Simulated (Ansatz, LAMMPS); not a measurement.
# Amorphous 32Ga2O3-68GeO2 (mol %) (69 atoms) under strain: runs compared

How stiff is amorphous 32Ga2O3-68GeO2 (mol %) (69 atoms), and how do its levels respond to strain?

Computed with Ansatz 0.2.0: Kohn-Sham DFT, PBE, PAW (set soft_1), plane waves.

### 1. The cell as built

The cell holds 69 atoms: 12 Ga, 13 Ge and 44 O. Its edges and angles: a = 9.383 Å, b = 9.383 Å, c = 9.383 Å, α = 90.0°, β = 90.0°, γ = 90.0°. 69 atoms (12 Fe, 13 Ge, 44 O) placed at random at 4.74 g/cm³, melted at 5000 K for 10 ps at fixed volume with the Morse and Coulomb pair potential with partial charges (Pedone, Malavasi, Menziani, Cormack and Segre, J. Phys. Chem. B 110, 11780 (2006)). Quenched from 5000 K to 300 K at 20 K/ps and fixed volume, held 5 ps, then minimised at fixed cell. Then Fe was replaced by Ga and the cell scaled by 1.006 (the potential has no terms for the new elements, so the cell is a start for a DFT relaxation).

What the set-up can't give: The quench rate of 20 K/ps is many orders above laboratory rates, so the cell is likely richer in defects and strain than a real sample. The network of bonds at the start is that of the classical potential that made the cell, and needn't be the one that DFT or experiment would give. The Brillouin zone is sampled at Γ only.

### 2. The reference run

The reference is a single point at the end of the relaxation.

Every strained cell starts from the geometry of this run, and its atoms are relaxed with the cell held.

Its input, with most atom lines left out:

```yaml
crystal:
  lattice:
    - [9.3698, -0.19056, -0.18503]
    - [-0.19056, 8.96412, 0.29713]
    - [-0.18503, 0.29713, 9.43585]
  atoms:
    - { symbol: Ga, position: [0.31289, 0.14964, 0.87186] }
    - { symbol: Ga, position: [0.95884, 0.26179, 0.86176] }
    - { symbol: Ga, position: [0.81347, 0.77944, 0.52425] }
    - { symbol: Ga, position: [0.49814, 0.60106, 0.61395] }
    - { symbol: Ga, position: [0.71128, 0.36148, 0.65909] }
    - { symbol: Ga, position: [0.28736, 0.54596, 0.27851] }
    - { symbol: Ga, position: [0.01259, 0.95125, 0.71459] }
    [... atom lines 8 to 69 left out ...]
kpoints:
  mp_grid: { grid: [1, 1, 1] }
hamiltonian:
  xc: pbe
  pseudopotentials: { kind: paw, azcp: { folder: soft_1 } }
scf:
  occupations: { method: fixed }
output:
  forces: true
  stress: true
  populations: true
  dos:
    method: { smearing: { sigma: 0.15 } }
    de: 0.1
    projected: { site_lists: { Ga: [Ga], Ge: [Ge], O: [O] } }
  eigenvalues: true
  write_density: true
  write_potential: true
  volumetric_format: npy
```

```
free energy per atom   : -1828.9352 eV/atom
r.m.s. force component : 0.00482 eV/Å
pressure               : -0.006496 GPa
```

Filled and empty levels are parted by 1.66 eV (at Γ alone); a semilocal functional tends to put such gaps too low. In a disordered cell it changes from sample to sample, and tail or defect levels can set it.

### 3. The runs

Each row is one run, on 4 threads of Arm Neoverse V2, shared host. The free energy is the program's total, comparable only between runs with the same functional, potentials and atoms.

```csv
run,atoms,outcome,"ionic steps, all passes",free energy (eV),time,host memory (GiB)
Single point at the start,69,converged,-,-126189.574,9.2 s,1.0
Cell and atoms relaxed,69,converged,26,-126196.532,3.1 min,1.0
Single point at the relaxed geometry,69,converged,-,-126196.532,12 s,1.1
Volume -3 %,69,converged,8,-126196.269,65 s,1.0
Volume +3 %,69,converged,9,-126196.291,78 s,1.1
Volume -6 %,69,converged,9,-126195.429,67 s,1.0
Volume +6 %,69,converged,10,-126195.663,88 s,1.2
Volume -10 %,69,converged,8,-126193.241,61 s,0.98
Stretched by 1 % along x,69,converged,5,-126196.493,43 s,1.1
Compressed by 1 % along x,69,converged,5,-126196.489,41 s,1.1
Sheared by 2 % in xy,69,converged,5,-126196.472,41 s,1.1
```

In some runs the program notes that the SCF threshold is loose for the stress.

### 4. Pressure against volume

Atoms are relaxed at each volume, in the scaled cell.

```csv
volume change (%),volume (Å³/atom),energy change (meV/atom),pressure (GPa),largest move on relaxing (Å),bonds,gap (eV)
-10,10.318,47.70,14.43,0.29,126,2.12
-6,10.777,15.98,7.85,0.16,125,1.94
-3,11.121,3.81,3.62,0.08,122,1.80
+0,11.465,0.00,-0.01,-,121,1.66
+3,11.809,3.49,-3.09,0.07,120,1.53
+6,12.153,12.59,-5.36,0.20,117,1.39
```

### 5. Uniaxial strain and shear

Stress (GPa, compression positive) less that of the relaxed cell, atoms relaxed:

```csv
strain,xx,yy,zz,xy,energy change (meV/atom)
stretched by 1 % along x,-1.397,-1.002,-0.770,-0.007,0.55
compressed by 1 % along x,1.675,0.997,0.815,-0.060,0.62
sheared by 2 % in xy,0.152,0.089,-0.048,-1.163,0.86
```

### 6. What came out

The bulk modulus, from the slope of pressure against ln V over the three points nearest the relaxed volume, is 112 GPa; a quadratic over all points gives a pressure derivative of about 4.9. The count of bonds runs from 117 to 126 over the series, so at some points contacts cross the cutoffs. The gap goes from 2.12 eV at the smallest volume to 1.39 eV at the largest, -4.5 eV per unit of ln V by a straight line, on the run's k-points. In the Cartesian axes of the cell, finite differences give C11 = 154, C12 = 100.0, C13 = 79.2 and C66 = 58.2 GPa (the shear of 2 % is the engineering strain, εxy = 0.01). The mean of C11, C12 and C13, which equals the bulk modulus in a cubic or isotropic solid, is 111 GPa: it agrees with the bulk modulus within 10 %. For an isotropic solid C66 would equal (C11 − C12)/2 = 26.8 GPa; so small a sample needn't be isotropic, and C66 rests on one shear. The two differ too much for isotropic moduli to be formed.

**Limits.** Strains are finite and relaxations stop at the force tolerance of the input, which can leave moduli too stiff; they are those of a static cell at zero temperature. Volumes are changed with the cell's shape held, so in an anisotropic solid the modulus lies over the one under free hydrostatic load. The program notes that the SCF threshold of the relaxations is loose for the stress.

The DFT runs together took 12 min of wall time.

[Logs are printed without paths, hosts, clocks, repeated set-up lines and the standing remarks that a program may print on its own settings, such as how far it seeks lower states.]

[Hosts, paths, dates, database ids (printed as entryN), source tags and the programs' standing remarks are cut or masked in the printed files.]
